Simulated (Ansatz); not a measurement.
# N in place of C at several sites of C(110) slab, H on both faces (210 atoms)

Aim: make N in place of C at several sites of C(110) slab, H on both faces (210 atoms), relax each, and compare their energies.

Method: Kohn-Sham DFT, PBE+D3(BJ), PAW (set soft_2), plane waves, in Ansatz 0.2.0.

**1. The structure**

The cell holds 210 atoms: 150 C and 60 H. Cell: a = 12.611 Å, b = 10.701 Å, c = 16.824 Å, α = 90.0°, β = 90.0°, γ = 90.0°. It derives from C (diamond-structure). Diamond-structure C (a = 3.567 Å), (110) slab of 5 atomic planes, 5 x 3 surface cells, H on the broken bonds of both faces, 10 Å of vacuum; displaced by a Gaussian of 0.02 Å. Regions: slab, 150 atoms (150 C); hydrogen, 60 atoms (60 H). Vacuum lies along c.

Limits known from the start: Sampling is at Γ alone, for a cell whose shortest periodic width is 11 Å.

**2. Single point at the start**

A single point comes first, to see the forces before anything moves.

input.yaml

```yaml
crystal:
  lattice:
    - [12.61125, 0.0, 0.0]
    - [0.0, 10.701, 0.0]
    - [0.0, 0.0, 16.82446]
  atoms:
    - { symbol: C, position: [0.90005, 0.16548, 0.34901] }
    - { symbol: C, position: [0.00114, 0.08398, 0.35019] }
    - { symbol: C, position: [0.99968, 0.99988, 0.42574] }
    - { symbol: C, position: [0.90261, 0.25105, 0.42522] }
    - { symbol: C, position: [0.89751, 0.16807, 0.50141] }
    - { symbol: C, position: [0.9995, 0.08571, 0.50029] }
    - { symbol: C, position: [0.99882, 0.00189, 0.57494] }
    - { symbol: C, position: [0.89947, 0.24786, 0.57636] }
    - { symbol: C, position: [0.9011, 0.16902, 0.6503] }
    - { symbol: C, position: [0.00054, 0.08319, 0.64943] }
    - { symbol: C, position: [0.10044, 0.16602, 0.35211] }
    - { symbol: C, position: [0.1997, 0.08534, 0.35041] }
    - { symbol: C, position: [0.19938, 0.00174, 0.42562] }
    - { symbol: C, position: [0.10172, 0.24752, 0.4232] }
    - { symbol: C, position: [0.10173, 0.17061, 0.50148] }
    - { symbol: C, position: [0.19924, 0.08455, 0.49981] }
    - { symbol: C, position: [0.20268, 0.99958, 0.57535] }
    - { symbol: C, position: [0.10078, 0.25413, 0.57634] }
    - { symbol: C, position: [0.09857, 0.16814, 0.65147] }
    - { symbol: C, position: [0.2018, 0.08391, 0.64821] }
    - { symbol: C, position: [0.89991, 0.50073, 0.35003] }
    - { symbol: C, position: [0.00129, 0.41677, 0.34951] }
    - { symbol: C, position: [0.99913, 0.33191, 0.42428] }
    - { symbol: C, position: [0.90123, 0.58673, 0.42378] }
    - { symbol: C, position: [0.90258, 0.49776, 0.49838] }
    - { symbol: C, position: [0.99846, 0.41801, 0.49932] }
    - { symbol: C, position: [0.00248, 0.33866, 0.57518] }
    - { symbol: C, position: [0.90075, 0.58478, 0.57795] }
    - { symbol: C, position: [0.89813, 0.49636, 0.64879] }
    - { symbol: C, position: [0.99788, 0.41842, 0.65088] }
    - { symbol: C, position: [0.30266, 0.16652, 0.34952] }
    - { symbol: C, position: [0.39956, 0.08321, 0.35099] }
    [... 172 atom lines left out ...]
    - { symbol: H, position: [0.50207, 0.89303, 0.70335] }
    - { symbol: H, position: [0.59844, 0.69289, 0.70405] }
    - { symbol: H, position: [0.70366, 0.89464, 0.30031] }
    - { symbol: H, position: [0.8003, 0.69693, 0.29542] }
    - { symbol: H, position: [0.70117, 0.89073, 0.70266] }
    - { symbol: H, position: [0.80016, 0.69525, 0.70139] }
kpoints:
  mp_grid: { grid: [1, 1, 1] }
hamiltonian:
  xc: pbe
  dispersion: d3bj
scf:
  occupations: { method: fixed }
output:
  forces: true
```

Started as:

```console
$ ansatz run input.yaml --threads 8 --pin off --max-ram 15872MiB --backend cpu --events-out ev --progress --plain --runs-dir out
```

Numbers of over 12 decimals in the logs are rounded to 6 here.

The program printed:

```text
Engine: ansatz 0.2.0, aarch64-unknown-linux-gnu
Pseudopotentials: kind: paw
Pseudopotential: C, paw, valence charge 4, recommended cutoff 420 eV (normal), C.paw.azcp
Pseudopotential: H, paw, valence charge 1, recommended cutoff 420 eV (normal), H.paw.azcp
[... 5 lines on functional and potentials left out ...]
Crystal: 210 atoms, lattice volume = 2270.511 Å³
Basis set: ecut = 420 eV, 44373 PW (Γ), exchange–correlation on 180×144×240 points (8 copies of the dense FFT grid, shifted against one another)
Bands: 540, of which v1, the nominal top of the filled ones, is band 330 counted from 1 (329 counted from 0)
Symmetry: 1 space group operations
Space group: P1 (ITA 1), of the structure as read, at distance tolerance 1.3e-4 Å
k-points: 1
[... 5 lines on functional and potentials left out ...]
Initial density: superposition of atomic densities (neutral atoms: chi_scale 0, normalization atom), corrected by the library's trained network
Initial wavefunctions: pseudopotential atomic-orbital guess
Functional: x = pbe(κ = 0.804, μ = 0.219515), c = pbe(β = 0.066725)
SCF iter   1: F=—  HF=-38606.757488 eV  |F-HF|=—  |Δ(HF+E_count)|=         —  Δρ=4.42e-3  dr2=1.28e0  ethr=1.77e-3  ⟨swp⟩=9.0  Hψ=2081  notcnv=0  defer=208
preconditioner: auto → Resta (q_TF=auto, 2.221 Å⁻¹)  ε∞=2.4  [insulator: Δε(μ)=2.547 eV  Ē_g=16.802 eV  n_scr=432 (ndim 8)  ℏωp=20.0 eV  f_vac=0.472  ε∞_Penn≈2.4  vacuum switching on, ρ_ref=2.0e-2 e/Å³]
SCF iter   2: F=—  HF=-38606.517813 eV  |F-HF|=—  |Δ(HF+E_count)|=   2.40e-1  Δρ=2.96e-3  dr2=1.59e-1  ethr=1.94e-4  ⟨swp⟩=4.0  Hψ=873  notcnv=0  defer=208
SCF iter   3: F=—  HF=-38606.502053 eV  |F-HF|=—  |Δ(HF+E_count)|=   1.58e-2  Δρ=1.11e-3  dr2=3.08e-2  ethr=2.41e-5  ⟨swp⟩=6.0  Hψ=673  notcnv=0  defer=100
automatic band count: iteration 3 solves 432 bands in place of 540: the levels show a gap, and the empty bands left out lie too high to hold charge; the band table lists the bands solved (type scf.n_extra_bands for more)
SCF iter   4: F=—  HF=-38606.500045 eV  |F-HF|=—  |Δ(HF+E_count)|=   2.01e-3  Δρ=1.80e-4  dr2=6.41e-4  ethr=4.66e-6  ⟨swp⟩=6.0  Hψ=558  notcnv=0  defer=100
SCF iter   5: F=—  HF=-38606.500381 eV  |F-HF|=—  |Δ(HF+E_count)|=   3.37e-4  Δρ=7.56e-5  dr2=1.13e-4  ethr=9.71e-8  ⟨swp⟩=4.0  Hψ=673  notcnv=0  defer=100
SCF iter   6: F=—  HF=-38606.500412 eV  |F-HF|=—  |Δ(HF+E_count)|=   3.02e-5  Δρ=1.70e-5  dr2=4.56e-6  ethr=1.71e-8  ⟨swp⟩=2.0  Hψ=660  notcnv=0  defer=100
SCF iter   7: F=—  HF=-38606.502840 eV  |F-HF|=—  |Δ(HF+E_count)|=   2.43e-3  Δρ=4.76e-6  dr2=4.99e-7  ethr=6.92e-10  ⟨swp⟩=2.0  Hψ=762  notcnv=0  defer=100
SCF iter   8: F=-38606.502840 eV  HF=-38606.502840 eV  |F-HF|=1.59e-8  |Δ(HF+E_count)|=   1.77e-8  Δρ=1.02e-6  dr2=1.68e-8  ethr=1.52e-11  ⟨swp⟩=4.0  Hψ=1424  notcnv=0
SCF 1 converged in 8 iterations: F = -38606.502840 eV  dr2 = 1.68e-8
  greatest PAW one-centre occupation: 0.658 electrons in one spin orbital (limit 2), on the C atom at site 110 (counted from 0), in its partial waves of l = 0
SCF converged after 8 iterations
Free energy (F): -38606.502840 eV
Harris-Foulkes:  -38606.502840 eV  (|F-HF|=1.59e-8)
Internal energy: -38606.502840 eV  (E = F + TS)
E sigma→0 (E₀):  -38606.502840 eV
Fermi energy:    3.302885 eV
--- Per-component energies (eV) ---
  E_band       = -3438.488255
  E_kinetic    = 14704.546875
  E_local      = -290673.662364  (includes V_loc(G=0)·N_el)
  E_nonlocal   = 4116.064104
  E_hartree    = 139619.611579
  E_xc         = -7854.796302
  E_vxc        = -9774.941132  (∫ρ·V_xc dr)
  E_paw        = -14923.917041  (= ΣΔE_a)
  E_vpaw       = -1049.631694  (= ΣTr[D̂ρ^β])
  E_aug_tail   = -0.082633  (compensation charges beyond the density's cutoff)
  E_ewald      = 116431.423233
  E_disp       = -25.690291  (pairwise vdW)
  E_smearing   = -0.000000  (= −TS)
  E_closure    = -0.000000  (closes the sum)
  Σ components = -38606.502840   (vs F -38606.502840, Δ=0.00e0)
--- Forces (eV/Å), atoms counted from 1 ---
  atom   1  C      0.41465311    -0.68075901     2.18828309
  atom   2  C     -0.75025402     0.33544528     0.20004454
  atom   3  C      0.42785886     0.61475883    -0.32789762
  atom   4  C     -2.13300949    -0.76521874    -0.27658640
  atom   5  C      1.27452162    -0.57473120    -0.85511126
  atom   6  C      0.16969960    -0.09952211     0.28771267
  atom   7  C     -0.20498731    -0.08026931     0.28467650
  atom   8  C      0.60096413     1.66134490    -0.55018778
  atom   9  C     -0.48601522    -2.47931992    -0.62722090
  atom  10  C     -0.42423766     2.29622282    -0.26621087
  atom  11  C      0.08271758    -1.37313584    -0.81094183
  atom  12  C      0.53281269     0.27037014     0.39084559
  atom  13  C      0.13068322    -0.91498556    -1.00704187
  atom  14  C     -0.51669312     1.68122776     2.04707412
[...]
atom 209  H     -0.09027585     0.79096713     1.13451538
  atom 210  H     -0.00004200    -1.69380113     2.71662093
  max |Σ_I F_I| component: 1.12e-5 eV/Å
```

Wall time 14 s (8 threads of Arm Neoverse V2, shared host); peak memory 3 GiB; 1.7 min of CPU time.

Reading the cycles: dr2 is the Hartree energy of the density residual (eV), the measure of convergence; HF is the Harris–Foulkes estimate of the energy, which meets the free energy F at convergence.

The r.m.s. force at the start is 1.00 eV/Å.

**3. Relaxation**

The atoms are relaxed in the fixed cell, aiming at the force tolerance of the input.

input.yaml

```yaml
crystal:
  lattice:
    - [12.61125, 0.0, 0.0]
    - [0.0, 10.701, 0.0]
    - [0.0, 0.0, 16.82446]
  atoms:
    [... the 210 atom lines of step 2 ...]
kpoints:
  mp_grid: { grid: [1, 1, 1] }
hamiltonian:
  xc: pbe
  dispersion: d3bj
scf:
  occupations: { method: fixed }
output:
  forces: true
relax:
  f_tol: 0.05
  max_steps: 120
```

The program printed:

```text
[...]
Crystal: 210 atoms, lattice volume = 2270.511 Å³
Basis set: ecut = 420 eV, 44373 PW (Γ), exchange–correlation on 180×144×240 points (8 copies of the dense FFT grid, shifted against one another)
Bands: 540, of which v1, the nominal top of the filled ones, is band 330 counted from 1 (329 counted from 0)
Symmetry: 1 space group operations
[...]
k-points: 1
[...]
SCF iter   1: F=—  HF=-38606.757483 eV  |F-HF|=—  |Δ(HF+E_count)|=         —  Δρ=4.42e-3  dr2=1.28e0  ethr=1.77e-3  ⟨swp⟩=9.0  Hψ=2081  notcnv=0  defer=208
[...]
SCF iter   6: F=-38606.502838 eV  HF=-38606.502838 eV  |F-HF|=9.23e-8  |Δ(HF+E_count)|=   2.93e-5  Δρ=1.70e-5  dr2=4.58e-6  ethr=9.47e-9  ⟨swp⟩=3.0  Hψ=1429  notcnv=0
SCF 1 converged in 6 iterations: F = -38606.502838 eV  dr2 = 4.58e-6
[...]
relax step   1: F+E_penalty+E_count = -38606.50283847 eV  Δ(F+E_penalty+E_count) = +0.000e0 eV  max|allowed force component| = 4.144e0 eV/Å  Δτ_max = 0.0000 Å  (6 SCF iters, dr2 threshold 6.25e-5 eV, accepted)
[...]
relax step   2: F+E_penalty+E_count = -38611.46380030 eV  Δ(F+E_penalty+E_count) = -4.961e0 eV  max|allowed force component| = 1.242e0 eV/Å  Δτ_max = 0.0885 Å  (6 SCF iters, dr2 threshold 1.00e-4 eV, accepted)
[...]
relax step   3: F+E_penalty+E_count = -38612.30982192 eV  Δ(F+E_penalty+E_count) = -8.460e-1 eV  max|allowed force component| = 3.020e-2 eV/Å  Δτ_max = 0.0519 Å  (5 SCF iters, dr2 threshold 9.64e-5 eV, accepted)
[...]
relax step   4: F+E_penalty+E_count = -38612.30982619 eV  Δ(F+E_penalty+E_count) = -4.270e-6 eV  max|allowed force component| = 2.991e-2 eV/Å  Δτ_max = 0.0000 Å  (4 SCF iters, accepted)
SCF converged after 4 iterations
Free energy (F): -38612.309826 eV
[...]
Internal energy: -38612.309826 eV  (E = F + TS)
E sigma→0 (E₀):  -38612.309826 eV
Fermi energy:    3.177899 eV
[...]
Σ components = -38612.309826   (vs F -38612.309826, Δ=0.00e0)
--- Forces (eV/Å), atoms counted from 1 ---
  atom   1  C      0.01020028     0.00479499     0.00492905
  atom   2  C     -0.00342549     0.01242516     0.00063441
  atom   3  C     -0.00705908    -0.00776326    -0.00081738
  atom   4  C     -0.01794133     0.00624381    -0.00500906
[...]
atom 210  H      0.00233101    -0.00317140    -0.00573670
  max |Σ_I F_I| component: 7.30e-5 eV/Å
--- Relaxed structure (4 steps of the walk, 4 accepted, 0 SCFs on fresh bases) ---
  F+E_penalty+E_count = -38612.30982619 eV   max|allowed force component| = 2.991e-2 eV/Å
  atoms:
    - { symbol: C, position: [0.899909, 0.165577, 0.351876] }
    - { symbol: C, position: [-5.64724019868946e-5, 0.085797, 0.351905] }
    - { symbol: C, position: [0.999917, 1.000455, 0.425119] }
    - { symbol: C, position: [0.899954, 0.251013, 0.425084] }
[...]
- { symbol: H, position: [0.799843, 0.696431, 0.702871] }
```

Wall time 36 s (8 threads); peak memory 3 GiB; 4.5 min of CPU time.

The relaxation converged after 4 steps, 5.81 eV below its start, with a largest force component of 0.030 eV/Å.

[end of part 1 of 2]

[Logs are printed without paths, hosts, clocks, repeated set-up lines and the standing remarks that a program may print on its own settings, such as how far it seeks lower states.]

[Hosts, paths, dates, database ids (printed as entryN), source tags and the programs' standing remarks are cut or masked in the printed files.]
